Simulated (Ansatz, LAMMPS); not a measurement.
# Amorphous polyoxymethylene (as short chains C22O21H46) at 500 K (178 atoms): support functions against a reference

Aim: test how closely localised support functions follow the reference on amorphous polyoxymethylene (as short chains C22O21H46) at 500 K (178 atoms), and at what cost. A setting counts as converged where the r.m.s. difference of forces stays under 1 % of the r.m.s. force.

Main program and level: Ansatz 0.2.0; Kohn-Sham DFT, PBE+D4, PAW (set soft_2), plane waves.

This is a report of a sequence of runs, with most program output left out.

### Step 1. Starting point

The cell holds 178 atoms: 44 C, 42 O and 92 H. Cell: a = 12.244 Å, b = 12.244 Å, c = 12.244 Å, α = 90.0°, β = 90.0°, γ = 90.0°. 2 polyoxymethylene chains of 20 units with methyl end groups placed at random, at 1.17 g/cm³; overlaps pushed apart, then 20 ps at 800 K with MMFF94 bonds, angles, torsions, charges and radii (Halgren, J. Comput. Chem. 17, 490 (1996)) in harmonic and 12-6 forms. Snapshot after 30 ps at 500 K and fixed volume.

Limits known from the start: The network of contacts between molecules at the start is that of the classical potential that made the cell, and needn't be the one that DFT or experiment would give. The density was typed from a rule of thumb and may lie off the real one at this temperature. Only the Γ point is sampled, in a cell whose shortest periodic width is 12 Å.

### Step 2. The classical run that made the cell

A classical potential supplies the starting structure, since it reaches far longer times than DFT.

This step: classical MD, MMFF94 bonds, angles, torsions, charges and radii (Halgren, J. Comput. Chem. 17, 490 (1996)) in harmonic and 12-6 forms; charges of ions scaled by 0.8 (LAMMPS 22 Jul 2025 - Update 4).

File in.lmp:

```
# amorphous polyoxymethylene
units real
atom_style full
boundary p p p
bond_style harmonic
angle_style harmonic
dihedral_style opls
improper_style harmonic
special_bonds lj 0 0 0.5 coul 0 0 0.75
read_data data.lmp
neigh_modify delay 0 every 1 check yes one 4000
comm_modify cutoff 12.0
timestep 0.5
thermo_style custom step time temp pe press density
thermo_modify norm yes
# push overlapping molecules apart
pair_style soft 2.6
pair_coeff * * 0.0
variable a equal ramp(1,60)
fix ad all adapt 1 pair soft a * * v_a
velocity all create 800 583744 mom yes dist gaussian
fix lim all nve/limit 0.03
fix lan all langevin 800 800 50 583745 zero yes
thermo 1000
run 3000 post no
unfix ad
pair_style lj/cut/coul/long 9.0
pair_modify mix arithmetic tail yes
pair_coeff 1 1 0.0678 3.3680   # C
pair_coeff 2 2 0.0763 3.0430   # O
pair_coeff 3 3 0.0216 2.5400   # H
kspace_style pppm 1.0e-4
thermo 100
minimize 1e-5 1e-3 300 3000
# [... 15 lines left out ...]
compute msd all msd com yes
thermo 7500
fix md all nvt temp 500 500 100
run 30000 post no
print "== T500: mean square displacement over the hold $(c_msd[4]:%.2f) A^2"
unfix md
uncompute msd
write_dump all custom T500.dump id type xs ys zs modify sort id
```

The run is started by

```console
lmp -in in.lmp -log none -nocite
```

The job ended after 47 s (1 thread of Arm Neoverse V2, shared host; peak memory 0.12 GiB).

The input also reads data.lmp (atoms, bonds and types; not printed here).

### Step 3. Plane-wave single point

The first run uses the default basis; a harder plane-wave run follows as the reference for the support functions.

File input.yaml:

```yaml
crystal:
  lattice:
    - [12.24354, 0.0, 0.0]
    - [0.0, 12.24354, 0.0]
    - [0.0, 0.0, 12.24354]
  atoms:
    - { symbol: C, position: [0.47274, 0.51002, 0.96766] }
    - { symbol: O, position: [0.38889, 0.58375, 0.93417] }
    - { symbol: C, position: [0.39162, 0.68703, 0.99495] }
    - { symbol: O, position: [0.4772, 0.7453, 0.94094] }
    - { symbol: C, position: [0.49203, 0.84518, 0.99548] }
    - { symbol: O, position: [0.56375, 0.82034, 0.08318] }
    - { symbol: C, position: [0.66515, 0.88041, 0.08546] }
    - { symbol: O, position: [0.7267, 0.86838, 0.99018] }
    - { symbol: C, position: [0.75149, 0.75153, 0.97262] }
    - { symbol: O, position: [0.81385, 0.73487, 0.87388] }
    - { symbol: C, position: [0.74421, 0.75715, 0.78242] }
    - { symbol: O, position: [0.77819, 0.69558, 0.68675] }
    - { symbol: C, position: [0.78568, 0.57836, 0.71386] }
    - { symbol: O, position: [0.68749, 0.52023, 0.72261] }
    - { symbol: C, position: [0.62749, 0.52153, 0.62311] }
    - { symbol: O, position: [0.52776, 0.47333, 0.64079] }
    - { symbol: C, position: [0.45858, 0.55209, 0.69075] }
    - { symbol: O, position: [0.41952, 0.62161, 0.6086] }
    - { symbol: C, position: [0.38302, 0.72064, 0.66501] }
    - { symbol: O, position: [0.26862, 0.73177, 0.64531] }
    - { symbol: C, position: [0.24275, 0.83259, 0.69659] }
    - { symbol: O, position: [0.21093, 0.81425, 0.80791] }
    - { symbol: C, position: [0.09449, 0.81066, 0.82483] }
    - { symbol: O, position: [0.06137, 0.92499, 0.82625] }
    - { symbol: C, position: [0.98858, 0.93917, 0.91728] }
    - { symbol: O, position: [0.99731, 0.05036, 0.9587] }
    - { symbol: C, position: [0.92567, 0.06885, 0.05453] }
    - { symbol: O, position: [0.94772, 0.00282, 0.14604] }
    - { symbol: C, position: [0.06552, 0.0138, 0.17092] }
    - { symbol: O, position: [0.06083, 0.01916, 0.2914] }
    - { symbol: C, position: [0.14726, 0.08292, 0.33243] }
    - { symbol: O, position: [0.24551, 0.02445, 0.30924] }
    [... 140 atom lines left out ...]
    - { symbol: H, position: [0.59817, 0.42921, 0.38372] }
    - { symbol: H, position: [0.77339, 0.53013, 0.28175] }
    - { symbol: H, position: [0.72674, 0.63716, 0.21841] }
    - { symbol: H, position: [0.61125, 0.74397, 0.4664] }
    - { symbol: H, position: [0.52335, 0.6585, 0.36567] }
    - { symbol: H, position: [0.60924, 0.76284, 0.31807] }
kpoints:
  mp_grid: { grid: [1, 1, 1] }
hamiltonian:
  xc: pbe
  dispersion: d4
scf:
  occupations: { method: fixed }
output:
  forces: true
  stress: true
  populations: intrinsic
  dos:
    method: { smearing: { sigma: 0.15 } }
    de: 0.1
    projected: { site_lists: { C: [C], H: [H], O: [O] } }
  eigenvalues: true
  write_density: true
  write_potential: true
  volumetric_format: npy
  elf: true
```

The run is started by

```console
ansatz run input.yaml --threads 8 --pin off --max-ram 15872MiB --backend cpu --events-out ev --progress --plain --runs-dir out
```

Wall time 18 s (8 threads of Arm Neoverse V2, shared host); peak memory 2.5 GiB; 2.2 min of CPU time.

The program notes that the exchange-correlation potential is rough where the density is thin.

Numbers from this run:

```
free energy                                      : -36304.3798 eV
free energy per atom                             : -203.9572 eV/atom
SCF cycles                                       : 10
pressure                                         : 1.684 GPa
r.m.s. force component                           : 1.141 eV/Å
longest force                                    : 5.032 eV/Å
Fermi energy                                     : -0.4022 eV
gap (highest filled to lowest empty level) : 4.694 eV
```

The r.m.s. force component of 1.1 eV/Å sets the scale for the differences below.

### Step 4. Plane waves at 750 eV (750 eV)

The grid of the support functions holds more waves than the default cutoff, so they are judged against a harder plane-wave run.

input.yaml, the sections that differ from step 3:

```yaml
output:
  forces: true
  eigenvalues: true
basis:
  ecutwfc: "750 eV"
# crystal, kpoints, hamiltonian, scf: as in step 3
```

Run time: 19 s. Hardware: 8 threads; peak memory 5.2 GiB.

Forces differ from the reference by 5.2 meV/Å r.m.s., 0.45 % of their size, within a tolerance of 1 %; the energy by -4.0 meV/atom.

### Step 5. Support functions medium

The cell is solved in localised support functions. Besides, the program derives a nominal cutoff of 464 eV for this run, against the reference's 750.

This step: Kohn-Sham DFT, PBE+D4, PAW (set soft_2), localised support functions (medium) (Ansatz 0.2.0).

input.yaml, the sections that differ from step 4:

```yaml
scf:
  occupations: { method: fixed }
  eigensolver: { kind: { support_functions: { accuracy: medium } } }
  max_iter: 150
# crystal, kpoints, hamiltonian, output: as in step 4
# basis: removed
```

Wall time 60 s (8 threads); peak memory 4.7 GiB; 7.6 min of CPU time.

The program notes that the band table was not solved further than the SCF left it and it switched symmetry off.

Keys that differ from the reference: basis.ecutwfc removed, support_functions.accuracy = "medium" and scf.max_iter = 150.

Forces differ from the reference by 0.49 meV/Å r.m.s., 0.043 % of their size, well within a tolerance of 1 %; the energy by -0.59 meV/atom. It took 3.2 times the reference's time (shared host, so rough).

### Step 6. Support functions low

The cell is solved in localised support functions. Besides, the program derives a nominal cutoff of 420 eV for this run, against the reference's 750.

This step: Kohn-Sham DFT, PBE+D4, PAW (set soft_2), localised support functions (low) (Ansatz 0.2.0).

input.yaml, the sections that differ from step 5:

```yaml
scf:
  occupations: { method: fixed }
  eigensolver: { kind: { support_functions: { accuracy: low } } }
  max_iter: 150
# crystal, kpoints, hamiltonian, output: as in step 5
```

Elapsed: 54 s, on 8 threads; peak memory 4.6 GiB.

Keys that differ from the reference: basis.ecutwfc removed, support_functions.accuracy = "low" and scf.max_iter = 150.

Forces differ from the reference by 0.56 meV/Å r.m.s., 0.050 % of their size, well within a tolerance of 1 %; the energy by -0.59 meV/atom. It took 2.9 times the reference's time (shared host, so rough).

### Step 7. Support functions high

With localised support functions most steps grow linearly with size, though the diagonalisation grows faster unless the density matrix is cut; this run measures error and cost at this size. Besides, the program derives a nominal cutoff of 631 eV for this run, against the reference's 750.

This step: Kohn-Sham DFT, PBE+D4, PAW (set soft_2), localised support functions (high) (Ansatz 0.2.0).

input.yaml, the sections that differ from step 6:

```yaml
scf:
  occupations: { method: fixed }
  eigensolver: { kind: { support_functions: { accuracy: high } } }
  max_iter: 150
# crystal, kpoints, hamiltonian, output: as in step 6
```

The job ended after 5.2 min (8 threads; peak memory 12 GiB).

Keys that differ from the reference: basis.ecutwfc removed, support_functions.accuracy = "high" and scf.max_iter = 150.

Forces differ from the reference by 0.35 meV/Å r.m.s., 0.031 % of their size, well within a tolerance of 1 %; the energy by -0.66 meV/atom. It took 17 times the reference's time (shared host, so rough).

### Step 8. Support functions medium, radius 3.31 Å

The radius confines each support function; a larger one gives more freedom and more work per atom. Besides, the program derives a nominal cutoff of 464 eV for this run, against the reference's 750.

This step: Kohn-Sham DFT, PBE+D4, PAW (set soft_2), localised support functions (medium) (Ansatz 0.2.0).

input.yaml, the sections that differ from step 7:

```yaml
scf:
  occupations: { method: fixed }
  eigensolver: { kind: { support_functions: { accuracy: medium, radius: 3.31 } } }
  max_iter: 150
# crystal, kpoints, hamiltonian, output: as in step 7
```

Wall time 57 s (8 threads); peak memory 4.6 GiB; 7.3 min of CPU time.

Keys that differ from the reference: basis.ecutwfc removed, support_functions.accuracy = "medium", support_functions.radius = 3.31 and scf.max_iter = 150.

Forces differ from the reference by 0.50 meV/Å r.m.s., 0.044 % of their size, well within a tolerance of 1 %; the energy by -0.59 meV/atom. It took 3.0 times the reference's time (shared host, so rough).

### Step 9. Support functions medium, radius 3.58 Å

input.yaml, the sections that differ from step 8:

```yaml
scf:
  occupations: { method: fixed }
  eigensolver: { kind: { support_functions: { accuracy: medium, radius: 3.58 } } }
  max_iter: 150
# crystal, kpoints, hamiltonian, output: as in step 8
```

Wall time 73 s (8 threads); peak memory 5 GiB.

Keys that differ from the reference: basis.ecutwfc removed, support_functions.accuracy = "medium", support_functions.radius = 3.58 and scf.max_iter = 150.

Forces differ from the reference by 0.45 meV/Å r.m.s., 0.040 % of their size, well within a tolerance of 1 %; the energy by -0.59 meV/atom. It took 3.9 times the reference's time (shared host, so rough).

### Step 10. Support functions medium, radius 3.82 Å

input.yaml, the sections that differ from step 9:

```yaml
scf:
  occupations: { method: fixed }
  eigensolver: { kind: { support_functions: { accuracy: medium, radius: 3.82 } } }
  max_iter: 150
# crystal, kpoints, hamiltonian, output: as in step 9
```

Wall time 83 s (8 threads); peak memory 5.4 GiB; 11 min of CPU time.

Keys that differ from the reference: basis.ecutwfc removed, support_functions.accuracy = "medium", support_functions.radius = 3.82 and scf.max_iter = 150.

Forces differ from the reference by 0.42 meV/Å r.m.s., 0.037 % of their size, well within a tolerance of 1 %; the energy by -0.59 meV/atom. It took 4.5 times the reference's time (shared host, so rough).

### Step 11. Support functions medium, radius 4.09 Å

input.yaml, the sections that differ from step 10:

```yaml
scf:
  occupations: { method: fixed }
  eigensolver: { kind: { support_functions: { accuracy: medium, radius: 4.09 } } }
  max_iter: 150
# crystal, kpoints, hamiltonian, output: as in step 10
```

Wall time 100 s (8 threads); peak memory 6 GiB; 13 min of CPU time.

Keys that differ from the reference: basis.ecutwfc removed, support_functions.accuracy = "medium", support_functions.radius = 4.09 and scf.max_iter = 150.

Forces differ from the reference by 0.39 meV/Å r.m.s., 0.035 % of their size, well within a tolerance of 1 %; the energy by -0.59 meV/atom. It took 5.4 times the reference's time (shared host, so rough).

### Step 12. Support functions medium, radius 4.6 Å

input.yaml, the sections that differ from step 11:

```yaml
scf:
  occupations: { method: fixed }
  eigensolver: { kind: { support_functions: { accuracy: medium, radius: 4.6 } } }
  max_iter: 150
# crystal, kpoints, hamiltonian, output: as in step 11
```

The job ended after 2.4 min (8 threads; peak memory 7.4 GiB).

Keys that differ from the reference: basis.ecutwfc removed, support_functions.accuracy = "medium", support_functions.radius = 4.6 and scf.max_iter = 150.

Forces differ from the reference by 0.40 meV/Å r.m.s., 0.035 % of their size, well within a tolerance of 1 %; the energy by -0.59 meV/atom. It took 7.7 times the reference's time (shared host, so rough).

### Step 13. Support functions medium, radius 5.11 Å

input.yaml, the sections that differ from step 12:

```yaml
scf:
  occupations: { method: fixed }
  eigensolver: { kind: { support_functions: { accuracy: medium, radius: 5.11 } } }
  max_iter: 150
# crystal, kpoints, hamiltonian, output: as in step 12
```

Elapsed: 3.6 min, on 8 threads; peak memory 9.5 GiB; 29 min of CPU time.

Keys that differ from the reference: basis.ecutwfc removed, support_functions.accuracy = "medium", support_functions.radius = 5.11 and scf.max_iter = 150.

Forces differ from the reference by 0.39 meV/Å r.m.s., 0.034 % of their size, well within a tolerance of 1 %; the energy by -0.59 meV/atom. It took 12 times the reference's time (shared host, so rough).

### Step 14. The ladder side by side

Each row is set against the plane-wave reference (Kohn-Sham DFT, PBE+D4, PAW (set soft_2), plane waves; r.m.s. force component 1.14 eV/Å). Energies are set beside the reference only for runs with its functional, potentials and electron count. Times are for 8 threads of Arm Neoverse V2, shared host. The reference's time includes the DOS, ELF, the stress and grids, which some other runs skip.

```tsv
run	Δ force, r.m.s. (meV/Å)	share of r.m.s. force (%)	Δ energy (meV/atom)	Δ gap (eV)	cycles	time	host memory (GiB)
reference	-	-	-	-	10	18 s	2.5
plane waves at 750 eV (750 eV)	5.16	0.452	-4.03	4.0e-4	10	19 s	5.2
```

### Step 15. All settings compared

Each row is set against the run with plane waves at 750 eV (Kohn-Sham DFT, PBE+D4, PAW (set soft_2), plane waves; r.m.s. force component 1.14 eV/Å). Energies are set beside the reference only for runs with its functional, potentials and electron count. Times are for 8 threads of Arm Neoverse V2, shared host.

```tsv
run	Δ force, r.m.s. (meV/Å)	share of r.m.s. force (%)	Δ energy (meV/atom)	Δ gap (eV)	cycles	time	host memory (GiB)
reference	-	-	-	-	10	19 s	5.2
support functions medium	0.486	0.0427	-0.590	0	13	60 s	4.7
support functions low	0.565	0.0495	-0.591	0.002	11	54 s	4.6
support functions high	0.353	0.0309	-0.655	0	17	5.2 min	12
support functions medium, radius 3.31 Å	0.504	0.0442	-0.590	0	13	57 s	4.6
support functions medium, radius 3.58 Å	0.451	0.0396	-0.590	3.0e-4	13	73 s	5.0
support functions medium, radius 3.82 Å	0.422	0.037	-0.590	4.0e-4	13	83 s	5.4
support functions medium, radius 4.09 Å	0.393	0.0345	-0.590	4.0e-4	13	100 s	6.0
support functions medium, radius 4.6 Å	0.395	0.0347	-0.590	0.0011	12	2.4 min	7.4
support functions medium, radius 5.11 Å	0.39	0.0343	-0.590	0.0011	12	3.6 min	9.5
```

(Continued in part 2 of 2.)

[Logs are printed without paths, hosts, clocks, repeated set-up lines and the standing remarks that a program may print on its own settings, such as how far it seeks lower states.]

[Hosts, paths, dates, database ids (printed as entryN), source tags and the programs' standing remarks are cut or masked in the printed files.]

[The MMFF94 radii named for the starting cell were scaled by 0.96; in molecules described by MMFF94, hydrogen bound to N, O or S took a small fixed 12-6 site in their place.]
